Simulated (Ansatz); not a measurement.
# ZrPbSO2 (built on the sites of a database entry of ZrPbO3): phonons and vibrational spectra

How does ZrPbSO2 (built on the sites of a database entry of ZrPbO3) vibrate, and is this structure a minimum?

Calculated with Ansatz 0.2.0; DFT PBEsol, scalar-relativistic, plane waves, norm-conserving pseudopotentials.

The structure was built from a prototype and need not be the compound's stable phase.

## (1) The structure

The structure is tetragonal, space group P4/mmm (No. 123). The conventional cell has a = 4.310 Å, b = 4.310 Å, c = 4.310 Å, α = 90.00°, β = 90.00°, γ = 90.00°. Nearest to Zr lie 2 S at 2.16 Å and 4 O at 2.16 Å. Nearest to Pb lie 4 S at 3.05 Å and 8 O at 3.05 Å. Nearest to O lie 2 Zr at 2.16 Å. Nearest to S lie 2 Zr at 2.16 Å and 4 Pb at 3.05 Å. Farther neighbours and most contacts between anions are not listed.

## (2) Rough relaxation

A rough relaxation comes first, because large forces or stress need no tight tolerances yet.

Input file input.yaml:

```yaml
crystal:
  lattice:
    - [4.31017, 0.0, 0.0]
    - [0.0, 4.31017, 0.0]
    - [0.0, 0.0, 4.31017]
  atoms:
    - { symbol: Zr, position: [0.0, 0.0, 0.0] }
    - { symbol: Pb, position: [0.5, 0.5, 0.5] }
    - { symbol: O, position: [0.5, 0.0, 0.0] }
    - { symbol: O, position: [0.0, 0.0, 0.5] }
    - { symbol: S, position: [0.0, 0.5, 0.0] }
kpoints:
  mp_grid: { grid: [6, 6, 6] }
hamiltonian:
  xc: pbesol
  pseudopotentials: { kind: nc }
scf:
  occupations: { method: gaussian, width: 0.1 }
output:
  forces: true
  stress: true
  eigenvalues: true
relax:
  adjacent_minimum: "off"
  f_tol: 0.05
  max_steps: 80
  cell: { stress_tol: 0.5 }
```

Run with:

```sh
$ ansatz run input.yaml --threads 8 --pin off --max-ram 14336MiB --backend cpu --events-out ev --progress --plain --runs-dir out
```

Numbers of over 12 decimals in the logs are rounded to 6 here.

Output:

```text
The last accepted step is kept in <dir> (removed where the run ends without a failure and the disk answers)
Engine: ansatz 0.2.0, x86_64-unknown-linux-gnu
Pseudopotentials: kind: nc
Pseudopotential: Zr, nc, valence charge 12, recommended cutoff 897.975746 eV (normal), Zr.nc.azcp (PseudoDojo's, or run here from an input of PseudoDojo's: the run reads no file of this project's for it)
[...]
F+E_penalty+E_count = -4477.88155879 eV   max|allowed force component| = 8.015e-29 eV/Å   (the final SCF, on the basis selected at the relaxed cell)
  cell:  # Å, volume = 87.3232 Å³
    - [4.109510, 0.0, 0]
    - [0.0, 5.170706, 0.0]
    - [0, 0.0, 4.109510]
  atoms:
    - { symbol: Zr, position: [0, 0.0, 0] }
    - { symbol: Pb, position: [0.5, 0.500000, 0.5] }
    - { symbol: O, position: [0.5, 0.0, 0] }
    - { symbol: O, position: [0, 0.0, 0.5] }
    - { symbol: S, position: [0, 0.500000, 0] }
[key lines of the parts left out:]
SCF converged after 4 iterations
Free energy (F): -4477.881559 eV
Fermi energy:    9.935176 eV
P = ⅓ Tr σ = 0.0425 GPa (0.425 kbar)
```

Wall time 35 s (8 threads of Intel Xeon Platinum 8259CL at 2.50GHz (Skylake/Cascade Lake), shared host); peak memory 1 GiB; 4.1 min of CPU time.

Step by step:

| step | energy less that of the first step (eV) | largest force component (eV/Å) | pressure (GPa) | volume (Å³) |
| --- | --- | --- | --- | --- |
| 1 | 0.0000 | 0.0000 | 15.83 | 80.07 |
| 2 | -1.2929 | 0.0000 | 6.92 | 82.74 |
| 3 | -2.1597 | 0.0000 | 6.23 | 82.16 |
| 4 | -2.5088 | 0.0000 | 0.22 | 85.79 |
| 5 | -2.6128 | 0.0000 | -0.16 | 87.08 |
| 6 | -2.6141 | 0.0000 | 0.04 | 86.82 |
| 7* | -2.6450 | 0.0000 | 0.53 | 86.82 |
| 8 | -2.6473 | 0.0000 | 0.04 | 87.32 |
| 9* | -2.6474 | 0.0000 | 0.04 | 87.32 |

Relaxation steps marked * repeat the geometry before them on a plane-wave basis chosen anew for their cell, so energy and pressure can jump there.

The run keeps the 16 symmetry operations that it works with, so distortions that break them were not tested.

```
     cell as run  before  after   change
           a (Å)   4.310  4.110   -4.7 %
           b (Å)   4.310  5.171  +20.0 %
           c (Å)   4.310  4.110   -4.7 %
volume (Å³/atom)   16.01  17.46   +9.1 %
```

Final coordinates:

```xyz
5
Lattice="4.1095 0.0000 0.0000 0.0000 5.1707 0.0000 0.0000 0.0000 4.1095" Properties=species:S:1:pos:R:3 pbc="T T T"
Zr    0.0000    0.0000    0.0000
Pb    2.0548    2.5854    2.0548
O     2.0548    0.0000    0.0000
O     0.0000    0.0000    2.0548
S     0.0000    2.5854    0.0000
```

This step gave:

```yaml
pressure: 0.04251 GPa
gap_on_the_k_mesh: 1.353 eV
volume_per_atom: 17.46 Å³
direct_gap_on_mesh: 1.411 eV
```

In this step the volume went from 16.01 to 17.46 Å³/atom.

## (3) Relaxation

Harmonic phonons are second derivatives at a point where the forces vanish, and they are wanted at zero stress, so atoms and cell are relaxed first.

Input file input.yaml:

```yaml
crystal:
  lattice:
    - [4.1095095809, 0.0, 0.0]
    - [0.0, 5.170706384, 0.0]
    - [0.0, 0.0, 4.1095095809]
  atoms:
    - { symbol: Zr, position: [0.0, 0.0, 0.0] }
    - { symbol: Pb, position: [0.5, 0.5, 0.5] }
    - { symbol: O, position: [0.5, 0.0, 0.0] }
    - { symbol: O, position: [0.0, 0.0, 0.5] }
    - { symbol: S, position: [0.0, 0.5, 0.0] }
kpoints:
  mp_grid: { grid: [6, 6, 6] }
hamiltonian:
  xc: pbesol
  pseudopotentials: { kind: nc }
scf:
  occupations: { method: gaussian, width: 0.02 }
output:
  forces: true
  stress: true
  eigenvalues: true
  write_density: true
  write_potential: true
  elf: true
  volumetric_format: npy
relax:
  adjacent_minimum: "off"
  f_tol: 0.005
  max_steps: 80
  cell: { stress_tol: 0.05 }
```

Output:

```text
[...]
Crystal: 5 atoms, lattice volume = 87.323 Å³
Basis set: ecut = 1142.878222 eV, 7681 PW (Γ), exchange–correlation on 96×120×96 points (8 copies of the dense FFT grid, shifted against one another)
Bands: 27, of which v1, the nominal top of the filled ones, is band 22 counted from 1 (21 counted from 0)
Symmetry: 16 space group operations
[...]
k-points: 40 of 216
[...]
SCF iter   1: F=—  HF=-4479.270756 eV  |F-HF|=—  |Δ(HF+E_count)|=         —  Δρ=4.78e-2  dr2=3.64e0  ethr=3.10e-3  ⟨swp⟩=7.0  Hψ=5395  notcnv=0
[...]
SCF iter   9: F=-4477.881559 eV  HF=-4477.881559 eV  |F-HF|=4.80e-9  |Δ(HF+E_count)|=   3.36e-8  Δρ=3.65e-6  dr2=1.72e-8  ethr=2.27e-10  ⟨swp⟩=17.4  Hψ=9519  notcnv=0
SCF 1 converged in 9 iterations: F = -4477.881559 eV  dr2 = 1.72e-8
relax step   1: F+E_penalty+E_count = -4477.88155878 eV  Δ(F+E_penalty+E_count) = +0.000e0 eV  max|allowed force component| = 3.123e-28 eV/Å  Δτ_max = 0.0000 Å  P = +0.042 GPa  Ω = 87.323 Å³  (9 SCF iters, dr2 threshold 1.00e-7 eV, accepted)
Crystal: 5 atoms, lattice volume = 87.412 Å³
Basis set: ecut = 1142.878222 eV, 7697 PW (Γ), exchange–correlation on 96×120×96 points (8 copies of the dense FFT grid, shifted against one another)
[...]
SCF iter   4: F=-4477.881584 eV  HF=-4477.881584 eV  |F-HF|=2.47e-9  |Δ(HF+E_count)|=   5.92e-7  Δρ=8.69e-6  dr2=5.24e-8  ethr=1.38e-10  ⟨swp⟩=9.3  Hψ=9354  notcnv=0
SCF 2 converged in 4 iterations: F = -4477.881584 eV  dr2 = 5.24e-8
relax step   2: F+E_penalty+E_count = -4477.88158365 eV  Δ(F+E_penalty+E_count) = -2.487e-5 eV  max|allowed force component| = 1.008e-29 eV/Å  Δτ_max = 0.0000 Å  P = -0.036 GPa  Ω = 87.412 Å³  energy of the carried Pulay correction = -1.147e-5 eV  (4 SCF iters, dr2 threshold 6.09e-8 eV, accepted)
[...]
SCF iter   6: F=-4477.881597 eV  HF=-4477.881597 eV  |F-HF|=9.09e-13  |Δ(HF+E_count)|=  1.27e-11  Δρ=1.18e-7  dr2=1.44e-11  ethr=1.00e-12  ⟨swp⟩=7.2  Hψ=6137  notcnv=0
SCF 3 converged in 6 iterations: F = -4477.881597 eV  dr2 = 1.44e-11
relax step   3: F+E_penalty+E_count = -4477.88159658 eV  Δ(F+E_penalty+E_count) = -1.292e-5 eV  max|allowed force component| = 1.992e-29 eV/Å  Δτ_max = 0.0000 Å  P = -0.035 GPa  Ω = 87.412 Å³  stress off target by 3.95e-2 GPa  SCF on the basis re-selected at this cell (its energy is not comparable with the rows above)  (6 SCF iters)
[...]
SCF converged after 6 iterations
Free energy (F): -4477.881597 eV
[...]
Internal energy: -4477.881597 eV  (E = F + TS)
E sigma→0 (E₀):  -4477.881597 eV
Fermi energy:    9.921793 eV
[...]
--- Stress (GPa, compression-positive) ---
       -0.032727      -0.000000      -0.000000
       -0.000000      -0.039458       0.000000
       -0.000000       0.000000      -0.032727
  P = ⅓ Tr σ = -0.0350 GPa (-0.350 kbar)
--- Band table (eV; the first three rows and the last of 40) ---
  k-point 0: bands = [... 18 lower, 7.7668, 8.4027, 8.4418, 8.4418, 11.2689, 11.2689, 12.3541, 12.6562, ... 1 higher]
  k-point 1: bands = [... 18 lower, 7.6397, 7.9717, 8.2752, 8.2935, 11.2940, 11.8401, 12.6879, 12.8823, ... 1 higher]
  k-point 2: bands = [... 18 lower, 7.6792, 8.2402, 8.2436, 8.2562, 11.3456, 11.7636, 12.1080, 12.6669, ... 1 higher]
  k-point 39: bands = [... 18 lower, 5.3229, 7.7510, 7.7510, 9.1089, 12.7586, 14.3055, 14.3055, 15.2620, ... 1 higher]
--- Relaxed structure (2 steps of the walk, 2 accepted, 1 SCFs on fresh bases) ---
[...]
cell:  # Å, volume = 87.4118 Å³
    - [4.109303, 0.0, 0]
    - [0.0, 5.176469, 0.0]
    - [0, 0.0, 4.109303]
  atoms:
    - { symbol: Zr, position: [0, 0.0, 0] }
    - { symbol: Pb, position: [0.5, 0.5, 0.5] }
    - { symbol: O, position: [0.5, 0.0, 0] }
    - { symbol: O, position: [0, 0.0, 0.5] }
    - { symbol: S, position: [0, 0.5, 0] }
```

The job ended after 14 s (8 threads; peak memory 1.1 GiB; 92 s of CPU time).

Step by step:

| step | energy less that of the first step (eV) | largest force component (eV/Å) | pressure (GPa) | volume (Å³) |
| --- | --- | --- | --- | --- |
| 1 | 0.0000 | 0.0000 | 0.04 | 87.32 |
| 2 | 0.0000 | 0.0000 | -0.04 | 87.41 |
| 3* | 0.0000 | 0.0000 | -0.03 | 87.41 |

Relaxation steps marked * repeat the geometry before them on a plane-wave basis chosen anew for their cell, so energy and pressure can jump there.

The run keeps the 16 symmetry operations that it works with, so distortions that break them were not tested.

| cell as run | before | after | change |
| --- | --- | --- | --- |
| a (Å) | 4.110 | 4.109 | -0.0 % |
| b (Å) | 5.171 | 5.176 | +0.1 % |
| c (Å) | 4.110 | 4.109 | -0.0 % |
| volume (Å³/atom) | 17.46 | 17.48 | +0.1 % |

Final coordinates:

```xyz
5
Lattice="4.1093 0.0000 0.0000 0.0000 5.1765 0.0000 0.0000 0.0000 4.1093" Properties=species:S:1:pos:R:3 pbc="T T T"
Zr    0.0000    0.0000    0.0000
Pb    2.0547    2.5882    2.0547
O     2.0547    0.0000    0.0000
O     0.0000    0.0000    2.0547
S     0.0000    2.5882    0.0000
```

Numbers from this step:

| Item | Value |
| --- | --- |
| pressure | -0.03497 GPa |
| volume per atom | 17.48 Å³ |
| direct gap on mesh | 1.410 eV |

Valence density in the bc plane at fractional x = 1.000, with atoms of Zr and O and S within 0.2 Å of it. It is the smooth field of the valence electrons, not physical close to the nuclei.

Ten even steps from '_' (0.0 e/Å³) to '@' (5.1 e/Å³), each cell a mean:
```
++**::____......::..____==**
++::______........______..==
..________________________..
--..______________________::
@@++..__________________::%%
@@**..__________________::@@
##--____________________..++
....______________________..
::..________......________::
##++..____..........____::**
..**::__..::..__....__..++++
```
Columns run along b (5.2 Å), rows up along c (4.1 Å). Atoms in or near the plane, at fractional coordinates: Zr at (0.00, 0.00), O at (0.00, 0.50), S at (0.50, 0.00).

Electrostatic potential energy in the bc plane at fractional x = 1.000, with atoms of Zr and O and S within 0.2 Å of it. With pseudopotentials it is smooth inside the atoms' cores, unlike the true potential.

Values in eV, 11 rows by 14 columns, each cell a mean:
```
-117  -79  -17    3    4  -17  -70  -91  -44   -3    6   -3  -39 -108
 -48  -24   -2    7    9    1  -16  -24   -8    6    9    4  -10  -37
  -3    2    7   11   12   10    7    6    8   11   12    9    5   -1
  -3    6   11   13   13   13   12   12   12   13   13   13   10    1
 -52  -12   11   14   14   13   13   12   13   13   14   13    5  -33
 -71  -21   10   14   14   13   13   12   13   13   14   13    2  -49
 -22    0   12   14   14   13   12   12   13   13   14   13    8  -11
   2    6   10   12   13   12   10   10   11   12   12   11    8    4
 -19   -8    3    9   10    7   -2   -5    2    9   10    7   -1  -14
 -94  -51  -10    5    6   -8  -43  -57  -25    1    7    0  -24  -78
-117  -95  -22    2    3  -25  -90 -111  -58   -7    5   -5  -50 -117
```
Columns run along b (5.2 Å; values clipped at the 3rd and 97th percentile), rows up along c (4.1 Å). Atoms in or near the plane, at fractional coordinates: Zr at (0.00, 0.00), O at (0.00, 0.50), S at (0.50, 0.00).

ELF in the bc plane at fractional x = 1.000, with atoms of Zr and O and S within 0.2 Å of it. It is the smooth field of the valence electrons, not physical close to the nuclei.

Ten even steps from '_' (0.03) to '@' (0.85), each cell a mean:
```
==@@**--%%@@==..##@@++--@@##
@@##::..##@@@@@@@@@@==..==%%
--::..__--##%%@@%%**::__..--
%%##++..__::====--..__--**%%
**@@##--____________..++@@%%
::%%%%--____________..++@@**
@@@@**::__..::::..____==%%@@
++==::..::++####**--....--++
++==....++@@@@@@@@%%--__::++
%%@@==::%%@@##++@@@@++::##@@
__%%##--%%@@::__**@@**--@@==
```
Columns run along b (5.2 Å), rows up along c (4.1 Å). Atoms in or near the plane, at fractional coordinates: Zr at (0.00, 0.00), O at (0.00, 0.50), S at (0.50, 0.00).

In this step the volume went from 17.46 to 17.48 Å³/atom.

## (4) Relaxing to small forces for the phonons

Phonons need a cell at rest on their own settings, so the relaxation is repeated with tight tolerances on forces and stress on the k mesh and occupations of the first response run.

Input file input.yaml:

```yaml
crystal:
  lattice:
    - [4.1093027023, 0.0, 0.0]
    - [0.0, 5.1764687286, 0.0]
    - [0.0, 0.0, 4.1093027023]
  atoms:
    - { symbol: Zr, position: [0.0, 0.0, 0.0] }
    - { symbol: Pb, position: [0.5, 0.5, 0.5] }
    - { symbol: O, position: [0.5, 0.0, 0.0] }
    - { symbol: O, position: [0.0, 0.0, 0.5] }
    - { symbol: S, position: [0.0, 0.5, 0.0] }
kpoints:
  mp_grid: { grid: [8, 6, 8] }
hamiltonian:
  xc: pbesol
  pseudopotentials: { kind: nc }
scf:
  occupations: { method: fixed }
output:
  forces: true
  stress: true
  eigenvalues: true
relax:
  adjacent_minimum: "off"
  f_tol: 0.001
  max_steps: 60
  cell: { stress_tol: 0.01 }
```

Output:

```text
[...]
Crystal: 5 atoms, lattice volume = 87.412 Å³
Basis set: ecut = 1142.878222 eV, 7697 PW (Γ), exchange–correlation on 96×120×96 points (8 copies of the dense FFT grid, shifted against one another)
Bands: 27, of which v1, the nominal top of the filled ones, is band 22 counted from 1 (21 counted from 0)
Symmetry: 16 space group operations
[...]
k-points: 60 of 384
[...]
--- Relaxed structure (3 steps of the walk, 3 accepted, 1 SCFs on fresh bases) ---
[...]
cell:  # Å, volume = 87.3721 Å³
    - [4.108755, 0, 0]
    - [0, 5.175502, 0]
    - [0, 0, 4.108755]
  atoms:
    - { symbol: Zr, position: [0, 0, 0] }
    - { symbol: Pb, position: [0.5, 0.500000, 0.5] }
    - { symbol: O, position: [0.5, 0, 0] }
    - { symbol: O, position: [0, 0, 0.5] }
    - { symbol: S, position: [0, 0.500000, 0.0] }
[key lines of the parts left out:]
SCF converged after 7 iterations
Free energy (F): -4477.883997 eV
Fermi energy:    9.251443 eV
P = ⅓ Tr σ = -0.0003 GPa (-0.003 kbar)
```

Elapsed: 18 s, on 8 threads; peak memory 1.1 GiB; 2.3 min of CPU time.

Little changed from the start: no atom moved by 0.005 Å and no cell edge by 0.1 %.

This step gave:

```
pressure          : -3.48e-4 GPa
gap on the k-mesh : 1.354 eV
volume per atom   : 17.47 Å³
```

The forces vanish by symmetry and the pressure is 0.000 GPa, within the tolerances set. The cell now holds 17.47 Å³/atom.

[end of part 1 of 2]

[Logs are printed without paths, hosts, clocks, repeated set-up lines and the standing remarks that a program may print on its own settings, such as how far it seeks lower states.]

[Hosts, paths, dates, database ids (printed as entryN), source tags and the programs' standing remarks are cut or masked in the printed files.]
